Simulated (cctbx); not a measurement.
## ZnAs2O6: solution and refinement

Cell a = 4.7440 Å, b = 4.7440 Å, c = 10.5350 Å, α = 90.00°, β = 90.00°, γ = 120.00°; space group P6_3/mcm (no. 193); content As4 Zn2 O12.

The data are simulated with cctbx, not measured: Mo Kα, λ = 0.71073 Å, to d = 0.6 Å, 50 % of the full sphere, strongest reflection 40000 counts, noise from counting, a 2 % proportional error and a noise floor of 4 counts (s.d.); no absorption.

Charge flipping in P1 on normalised amplitudes to 0.8 Å, δ = 0.9 σ, 20 % of the reflections treated as weak, 100 cycles:

```text
cycle      R  skewness
    0  0.682     0.22
    8  0.450     1.38
   16  0.467     1.27
   24  0.494     1.41
   32  0.481     1.47
   40  0.472     1.45
   48  0.500     1.49
   56  0.473     1.52
   64  0.481     1.56
   72  0.458     1.58
   80  0.463     1.55
   88  0.480     1.55
   96  0.473     1.55
origin shift          correlation  skewness
 0.461  0.194  0.145      0.855      0.15
 0.094  0.653  0.344      0.908      4.67
 0.094  0.653  0.094      0.908      4.67
 0.439  0.114  0.274      0.853      0.98
taken: symmetry correlation 0.908, skewness 4.67
peak      x       y       z  mult  height/sigma
Q1    0.0000  0.0000  0.2500    2     15.2
Q2    0.3333  0.6667  0.0000    4     11.7
Q3    0.0000  0.4105  0.2500    6      1.9
Q4    0.0000  0.3325  0.6161   12      1.4
Q5    0.0000  0.3125  0.7020   12      1.3
Q6    0.0000  0.4739  0.5536   12      1.2
Q7    0.0000  0.3250  0.1157   12      0.9
Q8    0.0000  0.0000  0.0938    4      0.7
```

The origin is taken among those within 0.04 of the best correlation, by the skewness of the map.

It took 0.44 s on 1 thread of Arm Neoverse V2, with other jobs on the host, peak memory 0.07 GiB.

**Question.** Which peaks are atoms, and which elements?

Heights follow Z only loosely here, so the multiplicities, which must add up to the content, decide. First model: Q1 = Zn1 (2 in the cell, height 15.2), Q2 = As1 (4 in the cell, height 11.7) and Q4 = O1 (12 in the cell, height 1.4). Against the true structure, Q1 is Zn, Q2 is As and Q4 is O; the other peaks are not atoms.

Least squares on F², isotropic:

```text
Rint 0.020, 201 unique reflections to 0.60 A
cycle     R1     wR2    GooF  max shift (A)
   1  0.2251  0.5051  29.761   0.33221
   3  0.0331  0.0897   5.286   0.00003
final R1 0.0331 wR2 0.0897 GooF 5.286  parameters 5  data/parameter 40.2
atom        x        y        z      Ueq    occ   su(xyz)  su(Uiso or U11)
Zn1    0.00000  0.00000  0.25000   0.0239  1.000  0.00000  0.0003
As1    0.33333  0.66667  0.00000   0.0180  1.000  0.00000  0.0002
O1     0.00000  0.38099  0.59177   0.0411  1.000  0.00115  0.0011
difference map: max 2.19 min -3.17 rms 0.23
Q1    0.3333  0.6667  0.0334    8    2.50  0.35 A from As1
Q2    0.0000  0.0918  0.2500    6    1.98  0.44 A from Zn1
Q3    0.0000  0.4523  0.5649   12    1.01  0.44 A from O1
Q4    0.0000  0.3189  0.6193   12    0.87  0.41 A from O1
Q5    0.0000  0.3770  0.5154   12    0.60  0.80 A from O1
```

Anisotropic refinement:

```text
Rint 0.020, 201 unique reflections to 0.60 A
cycle     R1     wR2    GooF  max shift (A)
   1  0.0330  0.0897   5.355   0.00431
   2  0.0072  0.0156   0.930   0.00000
final R1 0.0072 wR2 0.0156 GooF 0.930  parameters 10  data/parameter 20.1
atom        x        y        z      Ueq    occ   su(xyz)  su(Uiso or U11)
Zn1    0.00000  0.00000  0.25000   0.0245  1.000  0.00000  0.0001
As1    0.33333  0.66667  0.00000   0.0180  1.000  0.00000  0.0000
O1     0.00000  0.38147  0.59142   0.0426  1.000  0.00022  0.0005
difference map: max 0.26 min -0.24 rms 0.07
Q1    0.0000  0.2502  0.0201   12    0.28  1.33 A from O1
Q2    0.0000  0.0920  0.0722   12    0.26  1.65 A from O1
Q3    0.0000  0.2032  0.7500    6    0.26  0.96 A from Zn1
Q4    0.1007  0.3031  0.2500   12    0.24  1.27 A from Zn1
Q5    0.0000  0.4543  0.5743   12    0.23  0.39 A from O1
Q6    0.0000  0.3094  0.5780   12    0.22  0.37 A from O1
```

**Reading.** The refinement ends at R1 = 0.0072, wR2 = 0.0156, GooF = 0.93, with difference density between -0.24 and 0.26 e/Å³. Every site matches the true model in element, within 0.001 Å r.m.s., up to an allowed shift of origin.

True model:

| atom | mult. | x | y | z | Ueq (Å²) |
| --- | --- | --- | --- | --- | --- |
| As1 | 4 | 1/3 | 2/3 | 1/2 | 0.0180 |
| Zn1 | 2 | 0 | 0 | 3/4 | 0.0246 |
| O1 | 12 | 0 | 0.6182 | 0.9086 | 0.0429 |

This is a model crystal, built by substitution and not relaxed, with assumed displacement parameters.

[Middle refinement cycles are left out of these outputs.]

[Logs are printed without paths, hosts, clocks, repeated set-up lines and the standing remarks that a program may print on its own settings, such as how far it seeks lower states.]
